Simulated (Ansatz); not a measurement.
# A hypothetical structure for Mg5MnZnPt

Starting from a made-up structure for Mg5MnZnPt, the aim is the relaxed cell, its shortest contacts and, where a second run follows, its electronic structure.

Calculated with Ansatz 0.2.0; DFT, PBEsol, plane-wave PAW, files of the set soft_1, scalar-relativistic, ferromagnetic start, cell and ions relaxed at zero pressure; PAW set soft_1.

**1. The starting structure**

Symmetry: Amm2, No. 38, orthorhombic system. The conventional cell has a = 4.742 Å, b = 5.952 Å, c = 10.141 Å, α = 90.00°, β = 90.00°, γ = 90.00°. Nearest to Pt lie 2 Zn at 2.89 Å and 8 Mg at 2.89 to 2.99 Å and 2 Mn at 2.98 Å. Nearest to Zn lie 10 Mg at 2.82 to 3.06 Å and 2 Pt at 2.89 Å. Nearest to Mn lie 10 Mg at 2.92 to 2.96 Å and 2 Pt at 2.98 Å. Nearest to Mg lie 6 Mg at 2.83 to 3.12 Å and 2 Pt at 2.90 to 2.99 Å and 2 Zn at 2.90 Å and 2 Mn at 2.93 to 2.96 Å. Nearest to Mg lie 8 Mg at 2.90 to 2.98 Å and 2 Mn at 2.92 Å and 2 Zn at 2.98 Å. Nearest to Mg lie 2 Zn at 2.82 to 3.06 Å and 2 Pt at 2.89 Å and 6 Mg at 2.90 to 3.01 Å and 2 Mn at 2.92 Å. Farther neighbours are not listed.

**2. Relaxing cell and atoms**

The guessed cell has no reason to be at equilibrium. It is relaxed with the atoms, within the space group of the guess.

Contents of input.yaml:

```yaml
crystal:
  lattice:
    - [4.742, 0.0, 0.0]
    - [0.0, 2.976, 5.0705]
    - [0.0, -2.976, 5.0705]
  atoms:
    - { symbol: Pt, position: [0.5, 0.6621, 0.6621] }
    - { symbol: Zn, position: [0.0, 0.8245, 0.8245] }
    - { symbol: Mn, position: [0.5, 0.1637, 0.1637], spin: 4.0 }
    - { symbol: Mg, position: [0.5, 0.6736, 0.1488] }
    - { symbol: Mg, position: [0.5, 0.1488, 0.6736] }
    - { symbol: Mg, position: [0.0, 0.3313, 0.3313] }
    - { symbol: Mg, position: [0.0, 0.8335, 0.3397] }
    - { symbol: Mg, position: [0.0, 0.3397, 0.8335] }
magnetization:
  spin_polarized: true
kpoints:
  mp_grid: { grid: [6, 5, 5] }
scf:
  occupations: { method: fermi_dirac, width: 0.05 }
hamiltonian:
  xc: pbesol
  pseudopotentials: { kind: paw, azcp: { folder: soft_1 }, xc_functional: pbe }
relax:
  f_tol: 0.015
  max_steps: 70
  cell: {}
output:
  forces: true
  stress: true
```

On the command line:

```sh
> ansatz run input.yaml --threads 4 --pin off --max-ram 10240MiB --backend cpu --events-out ev --progress --plain --runs-dir out
```

Numbers of over 12 decimals in the logs are rounded to 6 here.

Log:

```text
Engine: ansatz 0.2.0, aarch64-unknown-linux-gnu
Pseudopotentials: kind: paw
Pseudopotential: Pt, paw, valence charge 18, recommended cutoff 420 eV (normal), soft_1/Pt.paw.azcp
Pseudopotential: Zn, paw, valence charge 12, recommended cutoff 420 eV (normal), soft_1/Zn.paw.azcp
Pseudopotential: Mn, paw, valence charge 15, recommended cutoff 420 eV (normal), soft_1/Mn.paw.azcp
Pseudopotential: Mg, paw, valence charge 10, recommended cutoff 420 eV (normal), soft_1/Mg.paw.azcp
Functional definition: PBEsol
  exchange = pbesol_x
  correlation = pbesol_c
Crystal: 8 atoms, lattice volume = 143.112 Å³
Basis set: ecut = 420 eV, 2803 PW (Γ), exchange–correlation on 64×80×80 points (8 copies of the dense FFT grid, shifted against one another)
Bands: 60, of which v1, the nominal top of the filled ones, is band 48 counted from 1 (47 counted from 0)
Symmetry: 4 space group operations
Space group: Amm2 (ITA 38), of the structure as read, at distance tolerance 5.2e-5 Å
Magnetic group: BNS 38.187 (UNI 285), of the structure as read, at distance tolerance 5.2e-5 Å
k-points: 36 of 150 (time reversal used)
Non-local potential: Pt, projectors of the file, l = 0: 3, l = 1: 2, l = 2: 2, l = 3: 1
Non-local potential: Zn, projectors of the file, l = 0: 2, l = 1: 2, l = 2: 3, l = 3: 1
Non-local potential: Mn, projectors of the file, l = 0: 3, l = 1: 2, l = 2: 3, l = 3: 1
Non-local potential: Mg, projectors of the file, l = 0: 3, l = 1: 2, l = 2: 1
PAW form: soft (Blöchl's): semilocal exchange-correlation on the pseudo side does not see the compensation charge
PAW frozen core: Pt, regenerated for the run's functional, and the local potential with it (the file was generated under x = pbe(κ = 0.804, μ = 0.219515), c = pbe(β = 0.066725))
PAW frozen core: Zn, regenerated for the run's functional, and the local potential with it (the file was generated under x = pbe(κ = 0.804, μ = 0.219515), c = pbe(β = 0.066725))
PAW frozen core: Mn, regenerated for the run's functional, and the local potential with it (the file was generated under x = pbe(κ = 0.804, μ = 0.219515), c = pbe(β = 0.066725))
PAW frozen core: Mg, regenerated for the run's functional, and the local potential with it (the file was generated under x = pbe(κ = 0.804, μ = 0.219515), c = pbe(β = 0.066725))
PAW one-centre angular grid: Pt, 590 points (default); XC on 64 Gauss nodes
PAW one-centre angular grid: Zn, 590 points (default); XC on 64 Gauss nodes
PAW one-centre angular grid: Mn, 590 points (default); XC on 64 Gauss nodes
PAW one-centre angular grid: Mg, 110 points (default); XC on 64 Gauss nodes
Initial density: superposition of atomic densities (chi_scale 0.1, normalization cell, long waves kept (reshape's long-wave potential 0.02 eV rms))
Starting moments: Σ|m| = 4 μB on 1 of 8 sites
Initial wavefunctions: pseudopotential atomic-orbital guess
Functional: x = pbesol(κ = 0.804, μ = 0.123457), c = pbesol(β = 0.046)
SCF iter   1: F=—  HF=-29107.617863 eV  |F-HF|=—  |Δ(HF+E_count)|=         —  Δρ=1.14e-1 (↑1.08e-1 ↓1.14e-1)  dr2=1.72e2  dr2_m=2.78e-1  M=2.676 μB ∫|m|=3.870 μB  β_m=0.30  ethr=3.10e-3  ⟨swp⟩=8.3  Hψ=17449  notcnv=0  defer=26
Mixer restart at iter 1: flushing history
preconditioner: auto → Kerker (q_TF=auto, 2.548 Å⁻¹)  [metal: Δε(μ)=0.011 eV  Ē_g=7.173 eV  σ=0.050 eV  W_gap=0.06  n_scr=44 (ndim 8)  ℏωp=19.4 eV  f_vac=0.000  D(μ)=7.20/eV (n_scr^D=70)]
spin=Collinear: Kerker preconditioning applied to the charge; magnetization (m = ρ↑ − ρ↓) channel mixes plain (no charge-response kernel on spin).
SCF iter   2: F=—  HF=-29096.076285 eV  |F-HF|=—  |Δ(HF+E_count)|=    1.15e1  Δρ=1.43e-2 (↑1.12e-2 ↓1.43e-2)  dr2=2.07e0  dr2_m=5.17e-2  M=3.396 μB ∫|m|=4.019 μB  β_m=0.31  ethr=3.10e-3  ⟨swp⟩=3.9  Hψ=10564  notcnv=0  defer=215
SCF iter   3: F=—  HF=-29096.023719 eV  |F-HF|=—  |Δ(HF+E_count)|=   5.26e-2  Δρ=1.13e-2 (↑8.30e-3 ↓1.13e-2)  dr2=1.31e0  dr2_m=2.67e-2  M=3.379 μB ∫|m|=4.023 μB  β_m=0.65  ethr=2.18e-3  ⟨swp⟩=2.0  Hψ=5280  notcnv=0  defer=225
SCF iter   4: F=—  HF=-29095.867937 eV  |F-HF|=—  |Δ(HF+E_count)|=   1.56e-1  Δρ=1.11e-2 (↑1.11e-2 ↓7.72e-3)  dr2=3.31e-1  dr2_m=5.80e-3  M=3.395 μB ∫|m|=4.068 μB  β_m=0.52  ethr=1.38e-3  ⟨swp⟩=2.8  Hψ=6839  notcnv=0  defer=216
SCF iter   5: F=—  HF=-29095.845982 eV  |F-HF|=—  |Δ(HF+E_count)|=   2.20e-2  Δρ=4.11e-3 (↑2.26e-3 ↓4.11e-3)  dr2=5.13e-2  dr2_m=2.18e-3  M=3.429 μB ∫|m|=4.094 μB  β_m=0.76  ethr=3.49e-4  ⟨swp⟩=2.1  Hψ=8087  notcnv=0  defer=211
SCF iter   6: F=—  HF=-29095.903572 eV  |F-HF|=—  |Δ(HF+E_count)|=         —  Δρ=3.90e-3 (↑3.78e-3 ↓3.90e-3)  dr2=7.40e-3  dr2_m=1.80e-2  M=3.616 μB ∫|m|=4.220 μB  β_m=0.76  ethr=5.40e-5  ⟨swp⟩=2.1  Hψ=8642  notcnv=0  defer=210
Mixer restart at iter 6: flushing history
SCF iter   7: F=—  HF=-29095.901824 eV  |F-HF|=—  |Δ(HF+E_count)|=   1.75e-3  Δρ=2.23e-3 (↑1.44e-3 ↓2.23e-3)  dr2=7.92e-3  dr2_m=2.82e-3  M=3.646 μB ∫|m|=4.242 μB  β_m=0.88  ethr=7.79e-6  ⟨swp⟩=2.0  Hψ=7333  notcnv=0  defer=214
SCF iter   8: F=—  HF=-29095.902661 eV  |F-HF|=—  |Δ(HF+E_count)|=   8.37e-4  Δρ=1.75e-3 (↑1.75e-3 ↓1.29e-3)  dr2=5.44e-3  dr2_m=6.08e-4  M=3.658 μB ∫|m|=4.251 μB  β_m=0.78  ethr=7.79e-6  ⟨swp⟩=2.0  Hψ=7775  notcnv=0  defer=210
SCF iter   9: F=—  HF=-29095.899725 eV  |F-HF|=—  |Δ(HF+E_count)|=   2.94e-3  Δρ=2.95e-4 (↑1.30e-4 ↓2.95e-4)  dr2=1.58e-4  dr2_m=3.63e-5  M=3.661 μB ∫|m|=4.254 μB  β_m=0.89  ethr=5.73e-6  ⟨swp⟩=2.0  Hψ=7452  notcnv=0  defer=214
SCF iter  10: F=—  HF=-29095.899846 eV  |F-HF|=—  |Δ(HF+E_count)|=   1.21e-4  Δρ=1.68e-4 (↑1.66e-4 ↓1.68e-4)  dr2=5.80e-5  dr2_m=2.76e-5  M=3.651 μB ∫|m|=4.247 μB  β_m=0.91  ethr=1.66e-7  ⟨swp⟩=2.0  Hψ=7723  notcnv=0  defer=214
SCF iter  11: F=—  HF=-29095.899840 eV  |F-HF|=—  |Δ(HF+E_count)|=   5.93e-6  Δρ=1.10e-4 (↑1.10e-4 ↓5.00e-5)  dr2=4.10e-5  dr2_m=1.92e-6  M=3.651 μB ∫|m|=4.246 μB  β_m=0.83  ethr=6.10e-8  ⟨swp⟩=2.0  Hψ=7389  notcnv=0  defer=214
SCF iter  12: F=—  HF=-29095.899829 eV  |F-HF|=—  |Δ(HF+E_count)|=   1.05e-5  Δρ=6.96e-5 (↑2.67e-5 ↓6.96e-5)  dr2=1.35e-5  dr2_m=8.66e-7  M=3.651 μB ∫|m|=4.247 μB  β_m=0.78  ethr=4.31e-8  ⟨swp⟩=2.0  Hψ=7721  notcnv=0  defer=214
SCF iter  13: F=—  HF=-29095.899830 eV  |F-HF|=—  |Δ(HF+E_count)|=   6.76e-7  Δρ=3.26e-5 (↑1.42e-5 ↓3.26e-5)  dr2=3.84e-6  dr2_m=1.94e-7  M=3.651 μB ∫|m|=4.247 μB  β_m=0.81  ethr=1.42e-8  ⟨swp⟩=2.0  Hψ=4980  notcnv=0  defer=214
SCF iter  14: F=—  HF=-29095.899830 eV  |F-HF|=—  |Δ(HF+E_count)|=   2.38e-7  Δρ=7.10e-6 (↑7.10e-6 ↓2.77e-6)  dr2=9.82e-8  dr2_m=1.76e-8  M=3.651 μB ∫|m|=4.247 μB  β_m=0.85  ethr=4.05e-9  ⟨swp⟩=2.0  Hψ=4927  notcnv=0  defer=214
[...]
relax step   5: F+E_penalty+E_count = -29095.98261054 eV  Δ(F+E_penalty+E_count) = -1.077e-3 eV  max|allowed force component| = 2.220e-2 eV/Å  Δτ_max = 0.0120 Å  P = -0.048 GPa  Ω = 138.538 Å³  energy of the carried Pulay correction = +1.184e-3 eV  (9 SCF iters, dr2 threshold 1.01e-7 eV, accepted)
[...]
relax step   6: F+E_penalty+E_count = -29095.98309331 eV  Δ(F+E_penalty+E_count) = -4.828e-4 eV  max|allowed force component| = 6.289e-3 eV/Å  Δτ_max = 0.0164 Å  P = +0.039 GPa  Ω = 138.330 Å³  energy of the carried Pulay correction = +1.239e-3 eV  (11 SCF iters, dr2 threshold 5.80e-8 eV, accepted)
[...]
relax step   7: F+E_penalty+E_count = -29095.98321428 eV  Δ(F+E_penalty+E_count) = -1.210e-4 eV  max|allowed force component| = 6.187e-4 eV/Å  Δτ_max = 0.0039 Å  P = +0.007 GPa  Ω = 138.401 Å³  energy of the carried Pulay correction = +1.220e-3 eV  (10 SCF iters, dr2 threshold 3.11e-8 eV, accepted)
Initial wavefunctions: pseudopotential atomic-orbital guess (no wavefunctions were taken with the density)
iter 1 solved again at ethr=9.36e-7 eV; its pass at ethr=3.10e-3 eV (dr2=8.89e-4 eV) is discarded
SCF iter   1: F=—  HF=-29095.981983 eV  |F-HF|=—  |Δ(HF+E_count)|=         —  Δρ=8.17e-5 (↑8.12e-5 ↓8.17e-5)  dr2=2.60e-6  dr2_m=3.09e-8  M=3.494 μB ∫|m|=4.116 μB  β_m=0.65  ethr=9.36e-7  ⟨swp⟩=3.0  Hψ=27699  notcnv=0
eigensolver tolerance schedule: the retry pair's looser diagonalisation over-reported the residual by 340.31 of it (diagonalisation noise at 0.11 of the residual, at the tolerance the schedule requests for it); recorded, not acted on — ethr = c·dr2/N_el stays at c = 1.0e-1
preconditioner: auto → Kerker (q_TF=auto, 2.157 Å⁻¹)  [metal: Δε(μ)=0.000 eV  Ē_g=7.559 eV  σ=0.050 eV  W_gap=0.00  n_scr=24 (ndim 8)  ℏωp=19.7 eV  f_vac=0.000  D(μ)=4.23/eV (n_scr^D=26)]
spin=Collinear: Kerker preconditioning applied to the charge; magnetization (m = ρ↑ − ρ↓) channel mixes plain (no charge-response kernel on spin).
SCF iter   2: F=—  HF=-29095.981954 eV  |F-HF|=—  |Δ(HF+E_count)|=   2.86e-5  Δρ=4.28e-5 (↑4.27e-5 ↓4.28e-5)  dr2=3.07e-6  dr2_m=7.44e-9  M=3.494 μB ∫|m|=4.116 μB  β_m=0.60  ethr=2.74e-9  ⟨swp⟩=2.1  Hψ=5764  notcnv=0
SCF iter   3: F=—  HF=-29095.981951 eV  |F-HF|=—  |Δ(HF+E_count)|=   3.40e-6  Δρ=1.33e-5 (↑1.33e-5 ↓1.32e-5)  dr2=8.67e-8  dr2_m=6.27e-10  M=3.494 μB ∫|m|=4.116 μB  β_m=0.58  ethr=2.74e-9  ⟨swp⟩=2.0  Hψ=5284  notcnv=0
SCF iter   4: F=—  HF=-29095.981950 eV  |F-HF|=—  |Δ(HF+E_count)|=   9.19e-7  Δρ=3.18e-6 (↑1.48e-6 ↓3.18e-6)  dr2=1.66e-8  dr2_m=2.80e-9  M=3.494 μB ∫|m|=4.116 μB  β_m=0.75  ethr=9.13e-11  ⟨swp⟩=2.0  Hψ=6634  notcnv=0
SCF iter   5: F=—  HF=-29095.981950 eV  |F-HF|=—  |Δ(HF+E_count)|=   6.60e-8  Δρ=3.50e-6 (↑1.72e-6 ↓3.50e-6)  dr2=2.08e-8  dr2_m=6.58e-9  M=3.494 μB ∫|m|=4.116 μB  β_m=0.88  ethr=1.75e-11  ⟨swp⟩=2.0  Hψ=7049  notcnv=0
SCF iter   6: F=—  HF=-29095.981950 eV  |F-HF|=—  |Δ(HF+E_count)|=   2.83e-8  Δρ=2.69e-6 (↑1.67e-6 ↓2.69e-6)  dr2=1.59e-8  dr2_m=4.70e-9  M=3.494 μB ∫|m|=4.116 μB  β_m=0.94  ethr=1.75e-11  ⟨swp⟩=2.0  Hψ=6407  notcnv=0
SCF iter   7: F=—  HF=-29095.981950 eV  |F-HF|=—  |Δ(HF+E_count)|=   8.70e-9  Δρ=9.47e-7 (↑9.47e-7 ↓9.35e-7)  dr2=3.68e-9  dr2_m=1.09e-10  M=3.494 μB ∫|m|=4.116 μB  β_m=0.97  ethr=1.68e-11  ⟨swp⟩=2.1  Hψ=7718  notcnv=0
SCF iter   8: F=—  HF=-29095.981951 eV  |F-HF|=—  |Δ(HF+E_count)|=   6.63e-7  Δρ=5.78e-7 (↑2.55e-7 ↓5.78e-7)  dr2=4.49e-10  dr2_m=1.47e-10  M=3.494 μB ∫|m|=4.116 μB  β_m=0.98  ethr=3.87e-12  ⟨swp⟩=2.0  Hψ=6550  notcnv=0
SCF iter   9: F=—  HF=-29095.981951 eV  |F-HF|=—  |Δ(HF+E_count)|=   1.12e-9  Δρ=1.44e-7 (↑1.44e-7 ↓8.01e-8)  dr2=2.52e-11  dr2_m=7.78e-12  M=3.494 μB ∫|m|=4.116 μB  β_m=0.95  ethr=1.00e-12  ⟨swp⟩=2.0  Hψ=7748  notcnv=0
SCF iter  10: F=-29095.981951 eV  HF=-29095.981951 eV  |F-HF|=7.28e-12  |Δ(HF+E_count)|=  7.28e-12  Δρ=8.81e-8 (↑8.81e-8 ↓2.43e-8)  dr2=7.80e-12  dr2_m=2.12e-12  M=3.494 μB ∫|m|=4.116 μB  ethr=1.00e-12  ⟨swp⟩=2.5  Hψ=12458  notcnv=0
SCF 8 converged in 10 iterations: F = -29095.981951 eV  dr2 = 7.80e-12
  greatest PAW one-centre occupation: 1.000 electrons in one spin orbital (limit 2), on the Mg atom at site 5 (counted from 0), in its partial waves of l = 0
relax step   8: F+E_penalty+E_count = -29095.98195056 eV  Δ(F+E_penalty+E_count) = +1.264e-3 eV  max|allowed force component| = 5.869e-4 eV/Å  Δτ_max = 0.0000 Å  P = +0.007 GPa  Ω = 138.401 Å³  stress off target by 1.22e-2 GPa  SCF on the basis re-selected at this cell (its energy is not comparable with the rows above)  (10 SCF iters)
basis re-selected at this cell: Δ(F+E_penalty+E_count) = +1.264e-3 eV, ΔP = +0.000 GPa vs the last step (what re-selecting the basis moved, of the pressure what is left beyond the Pulay correction that the steps carried, after the strain that the cell walked since its last selection, with what the two solves' SCF thresholds leave and, on support functions, any second-order correction that the steps lacked; it is no m [...]
SCF converged after 10 iterations
Magnetization: 3.4937 μB (49.2468 up, 45.7532 down)
Absolute magnetization: 4.1229 μB (∫|ρ↑−ρ↓|, with the PAW one-centre terms)
Spin contamination: 0.4054 ħ² per cell (⟨S²⟩ above its minimum at these occupations)
Per-site moments (μB) at R_I (Å): [(0.037217, 1.170844), (0.00863339, 1.158970), (3.499588, 1.170101), (-0.032330, 1.170530), (-0.032330, 1.170530), (-0.027549, 1.166925), (-0.013629, 1.158970), (-0.013629, 1.158970)]
Free energy (F): -29095.981951 eV
Harris-Foulkes:  -29095.981951 eV  (|F-HF|=7.28e-12)
Internal energy: -29095.946572 eV  (E = F + TS)
E sigma→0 (E₀):  -29095.964261 eV
Entropy (-TS):   -0.035379 eV (-4.422 meV/atom)
Fermi energy:    9.946844 eV
--- Per-component energies (eV) ---
  E_band       = -2181.759132
  E_kinetic    = 1410.746096
  E_local      = -14318.411900  (includes V_loc(G=0)·N_el)
  E_nonlocal   = 2465.554011
  E_hartree    = 5092.997936
  E_xc         = -548.378982
  E_vxc        = -631.491621  (∫ρ·V_xc dr)
  E_paw        = -13949.756408  (= ΣΔE_a)
  E_vpaw       = -1294.151949  (= ΣTr[D̂ρ^β])
  E_aug_tail   = 0.000215  (compensation charges beyond the density's cutoff)
  E_ewald      = -9250.245889
  E_core_change = 1.548349  (= ΣΔE_core)
  E_smearing   = -0.035379  (= −TS)
  E_closure    = -0.000000  (closes the sum)
  Σ components = -29095.981951   (vs F -29095.981951, Δ=0.00e0)
--- Forces (eV/Å), atoms counted from 1 ---
  atom   1  Pt     0.00000000    -0.00000000    -0.00045227
  atom   2  Zn     0.00000000     0.00000000     0.00044249
  atom   3  Mn    -0.00000000     0.00000000    -0.00031982
  atom   4  Mg    -0.00000000    -0.00009018    -0.00033411
  atom   5  Mg     0.00000000     0.00009018    -0.00033411
  atom   6  Mg     0.00000000    -0.00000000     0.00032861
  atom   7  Mg     0.00000000     0.00058686     0.00033440
  atom   8  Mg    -0.00000000    -0.00058686     0.00033440
  max |Σ_I F_I| component: 4.12e-7 eV/Å
--- Stress (GPa, compression-positive) ---
        0.001000       0.000000      -0.000000
        0.000000       0.012188      -0.000000
       -0.000000      -0.000000       0.008370
  P = ⅓ Tr σ = 0.0072 GPa (0.072 kbar)
--- Relaxed structure (7 steps of the walk, 7 accepted, 1 SCFs on fresh bases) ---
  F+E_penalty+E_count = -29095.98195056 eV   max|allowed force component| = 5.869e-4 eV/Å   (the final SCF, on the basis selected at the relaxed cell)
  cell:  # Å, volume = 138.4013 Å³
    - [4.673823, 0, 0]
    - [0, 2.892387, 5.118957]
    - [0, -2.892387, 5.118957]
  atoms:
    - { symbol: Pt, position: [0.5, 0.663754, 0.663754] }
    - { symbol: Zn, position: [0, 0.825387, 0.825387] }
    - { symbol: Mn, position: [0.5, 0.166675, 0.166675] }
    - { symbol: Mg, position: [0.5, 0.665368, 0.155905] }
    - { symbol: Mg, position: [0.5, 0.155905, 0.665368] }
    - { symbol: Mg, position: [0, 0.323724, 0.323724] }
    - { symbol: Mg, position: [0, 0.832481, 0.343905] }
    - { symbol: Mg, position: [0, 0.343905, 0.832481] }
```

Elapsed: 2.2 min, on 4 threads of Arm Neoverse V2, shared host; peak memory 0.78 GiB; 8.6 min of CPU time.

Step by step:

| step | energy less that of the first step (eV) | largest force component (eV/Å) | pressure (GPa) | volume (Å³) |
| --- | --- | --- | --- | --- |
| 1 | 0.0000 | 0.2988 | -2.05 | 143.11 |
| 2 | -0.0447 | 0.3690 | 1.30 | 136.25 |
| 3 | -0.0800 | 0.0493 | -0.08 | 138.61 |
| 4 | -0.0817 | 0.0306 | -0.04 | 138.50 |
| 5 | -0.0828 | 0.0222 | -0.05 | 138.54 |
| 6 | -0.0833 | 0.0063 | 0.04 | 138.33 |
| 7 | -0.0834 | 0.0006 | 0.01 | 138.40 |
| 8* | -0.0821 | 0.0006 | 0.01 | 138.40 |

Relaxation steps marked * repeat the geometry before them on a plane-wave basis chosen anew for their cell, so energy and pressure can jump there.

Forces are held to the 4 operations that the run works with; a distortion that breaks them can't arise in this run.

```csv
"conventional cell, symmetrised",before,after,change
a (Å),4.742,4.674,-1.4 %
b (Å),5.952,5.785,-2.8 %
c (Å),10.141,10.238,+1.0 %
volume (Å³/atom),17.89,17.30,-3.3 %
```

The atoms that moved most (Å, as changes of fractional coordinates times the final cell):

```csv
atom,dx,dy,dz,length
Mg6,0.000,0.000,-0.078,0.078
Mg4,0.000,-0.044,-0.006,0.045
Mg5,0.000,0.044,-0.006,0.045
Mn3,0.000,0.000,0.030,0.030
Mg7,0.000,-0.015,0.016,0.022
Mg8,0.000,0.015,0.016,0.022
Pt1,0.000,0.000,0.017,0.017
Zn2,0.000,0.000,0.009,0.009
```

Final coordinates:

```
Pt Zn Mn Mg
1.0
     4.67382    0.00000    0.00000
     0.00000    2.89239    5.11896
     0.00000   -2.89239    5.11896
Pt Zn Mn Mg
1 1 1 5
Direct
  0.50000 0.66375 0.66375
  0.00000 0.82539 0.82539
  0.50000 0.16668 0.16668
  0.50000 0.66537 0.15591
  0.50000 0.15591 0.66537
  0.00000 0.32372 0.32372
  0.00000 0.83248 0.34391
  0.00000 0.34391 0.83248
```

Numbers from this step:

* free energy: -29095.9820 eV
* energy at zero smearing: -29095.9643 eV
* smearing term TS: 0.03538 eV
* Fermi energy: 9.947 eV
* magnetization: 3.494 μB
* absolute magnetization: 4.123 μB
* site moments: 0.03722, 0.008633, 3.500, -0.03233, -0.03233, -0.02755, -0.01363, -0.01363 μB
* electrons: 95
* symmetry operations: 4
* pressure: 0.007186 GPa

Site moment by atom:

```
atom  site moment (μB)
 Pt1              0.04
 Zn2              0.01
 Mn3              3.50
 Mg4             -0.03
 Mg5             -0.03
 Mg6             -0.03
 Mg7             -0.01
 Mg8             -0.01
```

The shortest distance of each pair, which need not be the same contact before and after:

```csv
pair,guess (Å),relaxed (Å)
Mg–Zn,2.825,2.810
Mg–Mg,2.828,2.826
Mg–Mn,2.916,2.837
Mg–Pt,2.893,2.838
Pt–Zn,2.887,2.863
```

The relaxation ends with a largest force component of 5.9e-4 eV/Å and a pressure of 0.01 GPa.

**3. Outcome**

* space group, relaxed: Amm2
* conventional cell: a = 4.674, b = 5.785, c = 10.238 Å; α = 90.0°, β = 90.0°, γ = 90.0°
* volume per atom: 17.30 Å³ (guess 17.89)
* total moment: 3.49 μB in the cell of 8 atoms

In words: Mg5MnZnPt relaxes to Amm2 with a = 4.674, b = 5.785 and c = 10.238 Å. The guessed volume was 3 % too large. The space group Amm2 was held in the relaxation, so the end point is a stationary structure within it and may be a saddle against distortions or other arrangements. The input starts from parallel moments, and no other start was typed. Mesh and cutoff weren't tested. Spin-orbit coupling is left out, which can matter for elements this heavy. No dispersion term is used, so weakly bound directions may come out too long. Nothing here tests whether the compound is stable against decomposition.

[Logs are printed without paths, hosts, clocks, repeated set-up lines and the standing remarks that a program may print on its own settings, such as how far it seeks lower states.]

[Hosts, paths, dates, database ids (printed as entryN), source tags and the programs' standing remarks are cut or masked in the printed files.]
